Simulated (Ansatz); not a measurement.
**TiB2 (P6/mmm) under uniaxial strain along c**

Aim: how do the optical modes of TiB2 (P6/mmm) shift and split under this strain?

Method: DFT PBEsol, scalar-relativistic, plane waves, PAW; PAW set soft_1, in Ansatz 0.2.0.

### Step 1. Set-up

Symmetry: P6/mmm, No. 191, hexagonal system. Conventional cell: a = 3.029 Å, b = 3.029 Å, c = 3.228 Å, α = 90.00°, β = 90.00°, γ = 120.00°. Nearest to B lie 3 B at 1.75 Å and 6 Ti at 2.38 Å. Ti has 12 B at 2.38 Å nearest. Farther neighbours are not listed.

### Step 2. Relaxation

The cell and atoms are relaxed, since residual forces and stress would shift the frequencies.

Input file input.yaml:

```yaml
crystal:
  lattice:
    - [3.0292, 0.0, 0.0]
    - [-1.5146, 2.6233641531, 0.0]
    - [0.0, 0.0, 3.2284]
  atoms:
    - { symbol: B, position: [0.33333333, 0.66666667, 0.5] }
    - { symbol: B, position: [0.66666667, 0.33333333, 0.5] }
    - { symbol: Ti, position: [0.0, 0.0, 0.0] }
kpoints:
  mp_grid: { grid: [15, 15, 14] }
hamiltonian:
  xc: pbesol
  pseudopotentials: { kind: paw, azcp: { folder: soft_1 }, xc_functional: pbe }
scf:
  occupations: { method: gaussian, width: 0.1 }
output:
  forces: true
  stress: true
  eigenvalues: true
  write_density: true
  write_potential: true
  elf: true
  volumetric_format: npy
relax:
  adjacent_minimum: "off"
  f_tol: 0.005
  max_steps: 80
  cell: { stress_tol: 0.05 }
```

Launch:

```bash
$ ansatz run input.yaml --threads 4 --pin off --max-ram 10240MiB --backend cpu --events-out ev --progress --plain --runs-dir out
```

Numbers of over 12 decimals in the logs are rounded to 6 here.

What it wrote:

```text
Engine: ansatz 0.2.0, x86_64-unknown-linux-gnu
Pseudopotentials: kind: paw
Pseudopotential: B, paw, valence charge 3, recommended cutoff 420 eV (normal), soft_1/B.paw.azcp
Pseudopotential: Ti, paw, valence charge 12, recommended cutoff 420 eV (normal), soft_1/Ti.paw.azcp
Functional definition: PBEsol
  exchange = pbesol_x
  correlation = pbesol_c
Crystal: 3 atoms, lattice volume = 25.655 Å³
Basis set: ecut = 420 eV, 503 PW (Γ), exchange–correlation on 48×48×48 points (8 copies of the dense FFT grid, shifted against one another)
Bands: 13, of which v1, the nominal top of the filled ones, is band 9 counted from 1 (8 counted from 0)
Symmetry: 24 space group operations
Space group: P6/mmm (ITA 191), of the structure as read, at distance tolerance 2.9e-5 Å
k-points: 216 of 3150
Non-local potential: B, projectors of the file, l = 0: 2, l = 1: 2, l = 2: 1
Non-local potential: Ti, projectors of the file, l = 0: 3, l = 1: 2, l = 2: 3, l = 3: 1
PAW form: soft (Blöchl's): semilocal exchange-correlation on the pseudo side does not see the compensation charge
PAW frozen core: B, regenerated for the run's functional, and the local potential with it (the file was generated under x = pbe(κ = 0.804, μ = 0.219515), c = pbe(β = 0.066725))
PAW frozen core: Ti, regenerated for the run's functional, and the local potential with it (the file was generated under x = pbe(κ = 0.804, μ = 0.219515), c = pbe(β = 0.066725))
PAW one-centre angular grid: B, 110 points (default); XC on 64 Gauss nodes
PAW one-centre angular grid: Ti, 590 points (default); XC on 64 Gauss nodes
Initial density: superposition of atomic densities (chi_scale 0.1, normalization cell, long waves kept (reshape's long-wave potential 0.00 eV rms))
Initial wavefunctions: pseudopotential atomic-orbital guess
Functional: x = pbesol(κ = 0.804, μ = 0.123457), c = pbesol(β = 0.046)
SCF iter   1: F=—  HF=-2783.764950 eV  |F-HF|=—  |Δ(HF+E_count)|=         —  Δρ=1.06e-1  dr2=4.55e0  ethr=3.10e-3  ⟨swp⟩=4.4  Hψ=13511  notcnv=0
preconditioner: auto → none  [metal: Δε(μ)=0.093 eV  Ē_g=9.434 eV  σ=0.100 eV  W_gap=0.41  n_scr=8 (ndim 8)  ℏωp=23.2 eV  f_vac=0.000  D(μ)=0.31/eV (n_scr^D=0)  sad-step TF]
SCF iter   2: F=—  HF=-2783.154678 eV  |F-HF|=—  |Δ(HF+E_count)|=   6.10e-1  Δρ=7.03e-2  dr2=2.17e0  ethr=3.10e-3  ⟨swp⟩=2.0  Hψ=5384  notcnv=0
SCF iter   3: F=—  HF=-2782.621898 eV  |F-HF|=—  |Δ(HF+E_count)|=   5.33e-1  Δρ=8.68e-3  dr2=2.42e-2  ethr=3.10e-3  ⟨swp⟩=3.1  Hψ=5485  notcnv=0
SCF iter   4: F=—  HF=-2782.619403 eV  |F-HF|=—  |Δ(HF+E_count)|=   2.49e-3  Δρ=1.04e-3  dr2=2.19e-4  ethr=1.34e-4  ⟨swp⟩=2.0  Hψ=5375  notcnv=0
SCF iter   5: F=—  HF=-2782.619458 eV  |F-HF|=—  |Δ(HF+E_count)|=   5.52e-5  Δρ=3.02e-4  dr2=3.67e-5  ethr=1.22e-6  ⟨swp⟩=2.0  Hψ=3901  notcnv=0
SCF iter   6: F=—  HF=-2782.619448 eV  |F-HF|=—  |Δ(HF+E_count)|=   9.92e-6  Δρ=8.27e-5  dr2=2.20e-6  ethr=2.04e-7  ⟨swp⟩=2.3  Hψ=4019  notcnv=0
SCF iter   7: F=-2782.619448 eV  HF=-2782.619448 eV  |F-HF|=5.62e-9  |Δ(HF+E_count)|=   4.88e-7  Δρ=5.34e-6  dr2=6.59e-9  ethr=5.56e-10  ⟨swp⟩=5.5  Hψ=15166  notcnv=0
SCF 1 converged in 7 iterations: F = -2782.619448 eV  dr2 = 6.59e-9
  greatest PAW one-centre occupation: 0.998 electrons in one spin orbital (limit 2), on the Ti atom at site 2 (counted from 0), in its partial waves of l = 0
relax step   1: F+E_penalty+E_count = -2782.61944782 eV  Δ(F+E_penalty+E_count) = +0.000e0 eV  max|allowed force component| = 4.318e-16 eV/Å  Δτ_max = 0.0000 Å  P = -5.186 GPa  Ω = 25.655 Å³  (7 SCF iters, dr2 threshold 1.00e-7 eV, accepted)
Crystal: 3 atoms, lattice volume = 25.201 Å³
Initial density: handed on by an earlier stage of this run
Initial wavefunctions: those handed on with the density
iter 1 solved again at ethr=1.98e-5 eV; its pass at ethr=3.10e-3 eV (dr2=3.56e-3 eV) is discarded
SCF iter   1: F=—  HF=-2782.630603 eV  |F-HF|=—  |Δ(HF+E_count)|=         —  Δρ=2.67e-3  dr2=3.30e-3  ethr=1.98e-5  ⟨swp⟩=1.4  Hψ=17716  notcnv=0
preconditioner: auto → none  [metal: Δε(μ)=0.007 eV  Ē_g=8.259 eV  σ=0.100 eV  W_gap=0.04  n_scr=8 (ndim 8)  ℏωp=23.4 eV  f_vac=0.000  D(μ)=0.37/eV (n_scr^D=0)]
SCF iter   2: F=—  HF=-2782.629930 eV  |F-HF|=—  |Δ(HF+E_count)|=   6.73e-4  Δρ=9.71e-4  dr2=4.16e-4  ethr=1.83e-5  ⟨swp⟩=1.9  Hψ=3071  notcnv=0
SCF iter   3: F=—  HF=-2782.629843 eV  |F-HF|=—  |Δ(HF+E_count)|=   8.69e-5  Δρ=1.09e-4  dr2=1.24e-6  ethr=2.31e-6  ⟨swp⟩=2.1  Hψ=3341  notcnv=0
SCF iter   4: F=—  HF=-2782.629843 eV  |F-HF|=—  |Δ(HF+E_count)|=   1.70e-7  Δρ=1.84e-5  dr2=3.77e-8  ethr=6.88e-9  ⟨swp⟩=2.2  Hψ=4069  notcnv=0
iter 5 did not close the SCF: its close was put off for the readings that it lacked (scf_convergence_deferred on its scf_iter line)
SCF iter   5: F=-2782.629843 eV  HF=-2782.629843 eV  |F-HF|=1.36e-9  |Δ(HF+E_count)|=   1.80e-8  Δρ=3.27e-6  dr2=2.56e-9  ethr=2.10e-10  ⟨swp⟩=2.1  Hψ=4544  notcnv=0
SCF iter   6: F=-2782.629843 eV  HF=-2782.629843 eV  |F-HF|=8.19e-12  |Δ(HF+E_count)|=  1.63e-10  Δρ=2.84e-7  dr2=1.01e-11  ethr=1.42e-11  ⟨swp⟩=4.2  Hψ=12611  notcnv=0
SCF 2 converged in 6 iterations: F = -2782.629843 eV  dr2 = 1.01e-11
relax step   2: F+E_penalty+E_count = -2782.62984334 eV  Δ(F+E_penalty+E_count) = -1.040e-2 eV  max|allowed force component| = 1.850e-16 eV/Å  Δτ_max = 0.0000 Å  P = -1.054 GPa  Ω = 25.201 Å³  energy of the carried Pulay correction = +3.900e-4 eV  (6 SCF iters, dr2 threshold 3.00e-7 eV, accepted)
Crystal: 3 atoms, lattice volume = 25.099 Å³
iter 1 solved again at ethr=3.49e-6 eV; its pass at ethr=3.10e-3 eV (dr2=6.29e-4 eV) is discarded
SCF iter   1: F=—  HF=-2782.630553 eV  |F-HF|=—  |Δ(HF+E_count)|=         —  Δρ=1.26e-3  dr2=6.37e-4  ethr=3.49e-6  ⟨swp⟩=1.4  Hψ=16420  notcnv=0
preconditioner: auto → none  [metal: Δε(μ)=0.017 eV  Ē_g=8.263 eV  σ=0.100 eV  W_gap=0.09  n_scr=8 (ndim 8)  ℏωp=23.4 eV  f_vac=0.000  D(μ)=0.37/eV (n_scr^D=0)]
SCF iter   2: F=—  HF=-2782.630422 eV  |F-HF|=—  |Δ(HF+E_count)|=   1.31e-4  Δρ=4.57e-4  dr2=8.83e-5  ethr=3.49e-6  ⟨swp⟩=1.7  Hψ=3009  notcnv=0
SCF iter   3: F=—  HF=-2782.630397 eV  |F-HF|=—  |Δ(HF+E_count)|=   2.47e-5  Δρ=2.95e-5  dr2=9.62e-8  ethr=4.91e-7  ⟨swp⟩=2.3  Hψ=3555  notcnv=0
iter 4 did not close the SCF: its close was put off for the readings that it lacked (scf_convergence_deferred on its scf_iter line)
SCF iter   4: F=-2782.630397 eV  HF=-2782.630397 eV  |F-HF|=2.09e-11  |Δ(HF+E_count)|=   3.80e-8  Δρ=6.42e-6  dr2=4.08e-9  ethr=5.35e-10  ⟨swp⟩=2.3  Hψ=3997  notcnv=0
iter 5 did not close the SCF: its close was put off for the readings that it lacked (scf_convergence_deferred on its scf_iter line)
SCF iter   5: F=-2782.630397 eV  HF=-2782.630397 eV  |F-HF|=4.55e-13  |Δ(HF+E_count)|=  8.40e-10  Δρ=5.82e-7  dr2=2.14e-11  ethr=2.27e-11  ⟨swp⟩=2.6  Hψ=4597  notcnv=0
SCF iter   6: F=-2782.630397 eV  HF=-2782.630397 eV  |F-HF|=1.82e-12  |Δ(HF+E_count)|=  6.37e-12  Δρ=8.85e-8  dr2=1.41e-12  ethr=1.00e-12  ⟨swp⟩=3.7  Hψ=10659  notcnv=0
SCF 3 converged in 6 iterations: F = -2782.630397 eV  dr2 = 1.41e-12
relax step   3: F+E_penalty+E_count = -2782.63039736 eV  Δ(F+E_penalty+E_count) = -5.540e-4 eV  max|allowed force component| = 8.327e-17 eV/Å  Δτ_max = 0.0000 Å  P = +0.132 GPa  Ω = 25.099 Å³  energy of the carried Pulay correction = +4.865e-4 eV  (6 SCF iters, dr2 threshold 3.00e-7 eV, accepted)
[...]
relax step   4: F+E_penalty+E_count = -2782.63039831 eV  Δ(F+E_penalty+E_count) = -9.511e-7 eV  max|allowed force component| = 3.331e-16 eV/Å  Δτ_max = 0.0000 Å  P = +0.000 GPa  Ω = 25.110 Å³  energy of the carried Pulay correction = +4.762e-4 eV  (6 SCF iters, dr2 threshold 1.16e-7 eV, accepted)
Initial wavefunctions: pseudopotential atomic-orbital guess (no wavefunctions were taken with the density)
iter 1 solved again at ethr=1.58e-9 eV; its pass at ethr=3.10e-3 eV (dr2=2.84e-7 eV) is discarded
SCF iter   1: F=—  HF=-2782.629963 eV  |F-HF|=—  |Δ(HF+E_count)|=         —  Δρ=4.11e-5  dr2=4.61e-8  ethr=1.58e-9  ⟨swp⟩=3.1  Hψ=22154  notcnv=0
preconditioner: auto → none  [metal: Δε(μ)=0.013 eV  Ē_g=8.248 eV  σ=0.100 eV  W_gap=0.07  n_scr=8 (ndim 8)  ℏωp=23.4 eV  f_vac=0.000  D(μ)=0.37/eV (n_scr^D=0)]
SCF iter   2: F=—  HF=-2782.629962 eV  |F-HF|=—  |Δ(HF+E_count)|=   8.91e-7  Δρ=2.06e-5  dr2=1.13e-8  ethr=2.56e-10  ⟨swp⟩=2.0  Hψ=4231  notcnv=0
SCF iter   3: F=—  HF=-2782.629962 eV  |F-HF|=—  |Δ(HF+E_count)|=   2.64e-8  Δρ=1.16e-6  dr2=9.28e-11  ethr=6.28e-11  ⟨swp⟩=2.1  Hψ=4004  notcnv=0
iter 4 did not close the SCF: its close was put off for the readings that it lacked (scf_convergence_deferred on its scf_iter line)
SCF iter   4: F=-2782.629962 eV  HF=-2782.629962 eV  |F-HF|=4.55e-13  |Δ(HF+E_count)|=  4.32e-11  Δρ=1.31e-7  dr2=1.25e-12  ethr=1.00e-12  ⟨swp⟩=3.0  Hψ=4758  notcnv=0
iter 5 did not close the SCF: its close was put off for the readings that it lacked (scf_convergence_deferred on its scf_iter line)
SCF iter   5: F=-2782.629962 eV  HF=-2782.629962 eV  |F-HF|=9.09e-13  |Δ(HF+E_count)|=  1.36e-12  Δρ=2.67e-8  dr2=8.18e-14  ethr=1.00e-12  ⟨swp⟩=1.0  Hψ=2808  notcnv=0
iter 6 did not close the SCF: its close was put off for the readings that it lacked (scf_convergence_deferred on its scf_iter line)
SCF iter   6: F=-2782.629962 eV  HF=-2782.629962 eV  |F-HF|=4.55e-13  |Δ(HF+E_count)|=  9.09e-13  Δρ=3.61e-9  dr2=1.48e-15  ethr=1.00e-12  ⟨swp⟩=1.0  Hψ=2808  notcnv=0
iter 7 did not close the SCF: its close was put off for the readings that it lacked (scf_convergence_deferred on its scf_iter line)
SCF iter   7: F=-2782.629962 eV  HF=-2782.629962 eV  |F-HF|=0.00e0  |Δ(HF+E_count)|=  4.55e-13  Δρ=4.11e-10  dr2=2.93e-17  ethr=1.00e-12  ⟨swp⟩=1.0  Hψ=2808  notcnv=0
SCF iter   8: F=-2782.629962 eV  HF=-2782.629962 eV  |F-HF|=0.00e0  |Δ(HF+E_count)|=  4.55e-13  Δρ=5.68e-11  dr2=4.05e-19  ethr=1.00e-12  ⟨swp⟩=1.1  Hψ=6511  notcnv=0
SCF 5 converged in 8 iterations: F = -2782.629962 eV  dr2 = 4.05e-19
relax step   5: F+E_penalty+E_count = -2782.62996206 eV  Δ(F+E_penalty+E_count) = +4.363e-4 eV  max|allowed force component| = 3.331e-16 eV/Å  Δτ_max = 0.0000 Å  P = -0.013 GPa  Ω = 25.110 Å³  stress off target by 1.43e-2 GPa  SCF on the basis re-selected at this cell (its energy is not comparable with the rows above)  (8 SCF iters)
basis re-selected at this cell: Δ(F+E_penalty+E_count) = +4.363e-4 eV, ΔP = -0.013 GPa vs the last step (what re-selecting the basis moved, of the pressure what is left beyond the Pulay correction that the steps carried, after the strain that the cell walked since its last selection, with what the two solves' SCF thresholds leave and, on support functions, any second-order correction that the steps lacked; it is no m [...]
SCF converged after 8 iterations
Free energy (F): -2782.629962 eV
Harris-Foulkes:  -2782.629962 eV  (|F-HF|=0.00e0)
Internal energy: -2782.628130 eV  (E = F + TS)
E sigma→0 (E₀):  -2782.629046 eV
Entropy (-TS):   -0.001832 eV (-0.611 meV/atom)
Fermi energy:    15.378134 eV
--- Per-component energies (eV) ---
  E_band       = -88.868368
  E_kinetic    = 384.683882
  E_local      = -828.826637  (includes V_loc(G=0)·N_el)
  E_nonlocal   = 77.202732
  E_hartree    = 341.438012
  E_xc         = -183.852002
  E_vxc        = -226.495184  (∫ρ·V_xc dr)
  E_paw        = -1167.224141  (= ΣΔE_a)
  E_vpaw       = -178.309105  (= ΣTr[D̂ρ^β])
  E_aug_tail   = -0.000080  (compensation charges beyond the density's cutoff)
  E_ewald      = -1406.218702
  E_core_change = 0.168806  (= ΣΔE_core)
  E_smearing   = -0.001832  (= −TS)
  E_closure    = 0.000000  (closes the sum)
  Σ components = -2782.629962   (vs F -2782.629962, Δ=0.00e0)
--- Forces (eV/Å), atoms counted from 1 ---
  atom   1  B     -0.00000000    -0.00000000     0.00000000
  atom   2  B     -0.00000000     0.00000000    -0.00000000
  atom   3  Ti    -0.00000000     0.00000000     0.00000000
  max |Σ_I F_I| component: 3.70e-17 eV/Å
--- Stress (GPa, compression-positive) ---
       -0.012106      -0.000000       0.000000
       -0.000000      -0.012106      -0.000000
        0.000000      -0.000000      -0.014295
  P = ⅓ Tr σ = -0.0128 GPa (-0.128 kbar)
--- Band table (eV; the first three rows and the last of 216) ---
  k-point 0: bands = [... 5 lower, 12.6448, 12.6448, 13.1561, 13.1791, 17.3306, 17.3306, 19.2047, 19.2047]
  k-point 1: bands = [... 5 lower, 12.2474, 12.7010, 12.7010, 14.0165, 17.1341, 17.1341, 19.0786, 19.0786]
  k-point 2: bands = [... 5 lower, 11.2780, 12.8682, 12.8682, 14.7912, 16.6843, 16.6843, 18.7204, 18.7204]
  k-point 215: bands = [... 5 lower, 6.7278, 9.6203, 12.1368, 12.1368, 18.0082, 19.8281, 19.8281, 20.0201]
--- Relaxed structure (4 steps of the walk, 4 accepted, 1 SCFs on fresh bases) ---
  F+E_penalty+E_count = -2782.62996206 eV   max|allowed force component| = 3.331e-16 eV/Å   (the final SCF, on the basis selected at the relaxed cell)
  cell:  # Å, volume = 25.1099 Å³
    - [3.017441, 0, 0]
    - [-1.508720, 2.613180, 0]
    - [0, 0, 3.184470]
  atoms:
    - { symbol: B, position: [0.333333, 0.666667, 0.500000] }
    - { symbol: B, position: [0.666667, 0.333333, 0.500000] }
    - { symbol: Ti, position: [0, 0, 0.0] }
```

Run time: 24 s. Hardware: 4 threads of Intel Xeon at 2.50GHz (Skylake/Cascade Lake), shared host; peak memory 0.42 GiB.

Relaxation path:

| step | energy less that of the first step (eV) | largest force component (eV/Å) | pressure (GPa) | volume (Å³) |
| --- | --- | --- | --- | --- |
| 1 | 0.0000 | 0.0000 | -5.19 | 25.66 |
| 2 | -0.0104 | 0.0000 | -1.05 | 25.20 |
| 3 | -0.0109 | 0.0000 | 0.13 | 25.10 |
| 4 | -0.0109 | 0.0000 | 0.00 | 25.11 |
| 5* | -0.0105 | 0.0000 | -0.01 | 25.11 |

Relaxation steps marked * repeat the geometry before them on a plane-wave basis chosen anew for their cell, so energy and pressure can jump there.

The run keeps the 24 symmetry operations that it works with, so distortions that break them were not tested.

| conventional cell, symmetrised | before | after | change |
| --- | --- | --- | --- |
| a (Å) | 3.029 | 3.017 | -0.4 % |
| b (Å) | 3.029 | 3.017 | -0.4 % |
| c (Å) | 3.228 | 3.184 | -1.4 % |
| volume (Å³/atom) | 8.55 | 8.37 | -2.1 % |

Final coordinates:

```xyz
3
Lattice="3.0174 0.0000 0.0000 -1.5087 2.6132 0.0000 0.0000 0.0000 3.1845" Properties=species:S:1:pos:R:3 pbc="T T T"
B     0.0000    1.7421    1.5922
B     1.5087    0.8711    1.5922
Ti    0.0000    0.0000    0.0000
```

This step gave:

```
pressure          : -0.01284 GPa
volume per atom   : 8.370 Å³
gap on the k-mesh : 0 eV
```

ELF in the ab plane at fractional z = 0.500, with atoms of B within 0.2 Å of it. It is the smooth field of the valence electrons, not physical close to the nuclei.

Values, 16 rows by 16 columns:
```
0.20 0.25 0.34 0.48 0.61 0.72 0.79 0.82 0.82 0.79 0.72 0.61 0.48 0.34 0.25 0.20
0.27 0.34 0.45 0.55 0.62 0.65 0.65 0.65 0.65 0.65 0.62 0.55 0.45 0.34 0.27 0.25
0.39 0.48 0.55 0.57 0.50 0.36 0.27 0.27 0.37 0.50 0.57 0.55 0.48 0.39 0.34 0.34
0.55 0.61 0.62 0.50 0.24 0.06 0.02 0.05 0.24 0.50 0.62 0.61 0.55 0.48 0.45 0.48
0.69 0.72 0.65 0.36 0.06 0.00 0.01 0.06 0.37 0.65 0.72 0.69 0.61 0.55 0.55 0.61
0.79 0.79 0.65 0.27 0.02 0.01 0.01 0.27 0.65 0.79 0.79 0.72 0.62 0.57 0.62 0.72
0.85 0.82 0.65 0.27 0.05 0.06 0.27 0.65 0.82 0.85 0.79 0.65 0.50 0.50 0.65 0.79
0.86 0.82 0.65 0.37 0.24 0.37 0.65 0.82 0.86 0.82 0.65 0.37 0.24 0.37 0.65 0.82
0.85 0.79 0.65 0.50 0.50 0.65 0.79 0.85 0.82 0.65 0.27 0.06 0.05 0.27 0.65 0.82
0.79 0.72 0.62 0.57 0.62 0.72 0.79 0.79 0.65 0.27 0.01 0.01 0.02 0.27 0.65 0.79
0.69 0.61 0.55 0.55 0.61 0.69 0.72 0.65 0.37 0.06 0.01 0.00 0.06 0.36 0.65 0.72
0.55 0.48 0.45 0.48 0.55 0.61 0.62 0.50 0.24 0.05 0.02 0.06 0.24 0.50 0.62 0.61
0.39 0.34 0.34 0.39 0.48 0.55 0.57 0.50 0.37 0.27 0.27 0.36 0.50 0.57 0.55 0.48
0.27 0.25 0.27 0.34 0.45 0.55 0.62 0.65 0.65 0.65 0.65 0.65 0.62 0.55 0.45 0.34
0.20 0.20 0.25 0.34 0.48 0.61 0.72 0.79 0.82 0.82 0.79 0.72 0.61 0.48 0.34 0.25
0.18 0.20 0.27 0.39 0.55 0.69 0.79 0.85 0.86 0.85 0.79 0.69 0.55 0.39 0.27 0.20
```
Columns run along a (3.0 Å), rows up along b (3.0 Å). Atoms in or near the plane, at fractional coordinates: B at (0.33, 0.67), B at (0.67, 0.33).

Electrostatic potential energy in the ab plane at fractional z = 0.500, with atoms of B within 0.2 Å of it. With pseudopotentials it is smooth inside the atoms' cores, unlike the true potential.

Values in eV, 16 rows by 16 columns:
```
 15  15  15  14  12  10   6   2   2   6  10  12  14  15  15  15
 15  15  14  12   8  -1 -10 -14 -10  -1   8  12  14  15  15  15
 15  14  12   7  -7 -20 -25 -25 -20  -7   7  12  14  15  15  15
 14  12   8  -7 -23 -28 -27 -28 -23  -7   8  12  14  14  14  14
 12  10  -1 -20 -28 -25 -25 -28 -20  -1  10  12  12  12  12  12
 10   6 -10 -25 -27 -25 -27 -25 -10   5  10  10   8   7   8  10
  8   2 -14 -25 -28 -28 -25 -14   2   8   5  -1  -7  -7  -1   6
  7   2 -10 -20 -23 -20 -10   2   7   2 -10 -20 -23 -20 -10   2
  8   6  -1  -7  -7  -1   5   8   2 -14 -25 -28 -28 -25 -14   2
 10  10   8   7   8  10  10   5 -10 -25 -27 -25 -27 -25 -10   6
 12  12  12  12  12  12  10  -1 -20 -28 -25 -25 -28 -20  -1  10
 14  14  14  14  14  12   8  -7 -23 -28 -27 -28 -23  -7   8  12
 15  15  15  15  14  12   7  -7 -20 -25 -25 -20  -7   7  12  14
 15  15  15  15  14  12   8  -1 -10 -14 -10  -1   8  12  14  15
 15  15  15  15  14  12  10   6   2   2   6  10  12  14  15  15
 15  15  15  15  14  12  10   8   7   8  10  12  14  15  15  15
```
Columns run along a (3.0 Å; values clipped at the 3rd and 97th percentile), rows up along b (3.0 Å). Atoms in or near the plane, at fractional coordinates: B at (0.33, 0.67), B at (0.67, 0.33).

Valence density in the ab plane at fractional z = 0.500, with atoms of B within 0.2 Å of it. It is the smooth field of the valence electrons, not physical close to the nuclei.

Values in e/Å³, 16 rows by 16 columns:
```
0.20 0.22 0.26 0.34 0.45 0.59 0.73 0.82 0.82 0.73 0.59 0.45 0.34 0.26 0.22 0.20
0.23 0.26 0.33 0.42 0.55 0.70 0.81 0.86 0.81 0.70 0.55 0.42 0.33 0.26 0.23 0.22
0.29 0.34 0.42 0.54 0.67 0.76 0.78 0.78 0.76 0.67 0.54 0.42 0.34 0.29 0.26 0.26
0.38 0.45 0.55 0.67 0.72 0.63 0.56 0.63 0.72 0.67 0.55 0.45 0.38 0.34 0.33 0.34
0.50 0.59 0.70 0.76 0.63 0.40 0.40 0.63 0.76 0.70 0.59 0.50 0.45 0.42 0.42 0.45
0.65 0.73 0.81 0.78 0.56 0.40 0.56 0.78 0.81 0.73 0.65 0.59 0.55 0.54 0.55 0.59
0.77 0.82 0.86 0.78 0.63 0.63 0.78 0.86 0.82 0.77 0.73 0.70 0.67 0.67 0.70 0.73
0.82 0.82 0.81 0.76 0.72 0.76 0.81 0.82 0.82 0.82 0.81 0.76 0.72 0.76 0.81 0.82
0.77 0.73 0.70 0.67 0.67 0.70 0.73 0.77 0.82 0.86 0.78 0.63 0.63 0.78 0.86 0.82
0.65 0.59 0.55 0.54 0.55 0.59 0.65 0.73 0.81 0.78 0.56 0.40 0.56 0.78 0.81 0.73
0.50 0.45 0.42 0.42 0.45 0.50 0.59 0.70 0.76 0.63 0.40 0.40 0.63 0.76 0.70 0.59
0.38 0.34 0.33 0.34 0.38 0.45 0.55 0.67 0.72 0.63 0.56 0.63 0.72 0.67 0.55 0.45
0.29 0.26 0.26 0.29 0.34 0.42 0.54 0.67 0.76 0.78 0.78 0.76 0.67 0.54 0.42 0.34
0.23 0.22 0.23 0.26 0.33 0.42 0.55 0.70 0.81 0.86 0.81 0.70 0.55 0.42 0.33 0.26
0.20 0.20 0.22 0.26 0.34 0.45 0.59 0.73 0.82 0.82 0.73 0.59 0.45 0.34 0.26 0.22
0.19 0.20 0.23 0.29 0.38 0.50 0.65 0.77 0.82 0.77 0.65 0.50 0.38 0.29 0.23 0.20
```
Columns run along a (3.0 Å), rows up along b (3.0 Å). Atoms in or near the plane, at fractional coordinates: B at (0.33, 0.67), B at (0.67, 0.33).

In this step the volume went from 8.55 to 8.37 Å³/atom.

(Continued in part 2 of 3.)

[Logs are printed without paths, hosts, clocks, repeated set-up lines and the standing remarks that a program may print on its own settings, such as how far it seeks lower states.]

[Hosts, paths, dates, database ids (printed as entryN), source tags and the programs' standing remarks are cut or masked in the printed files.]
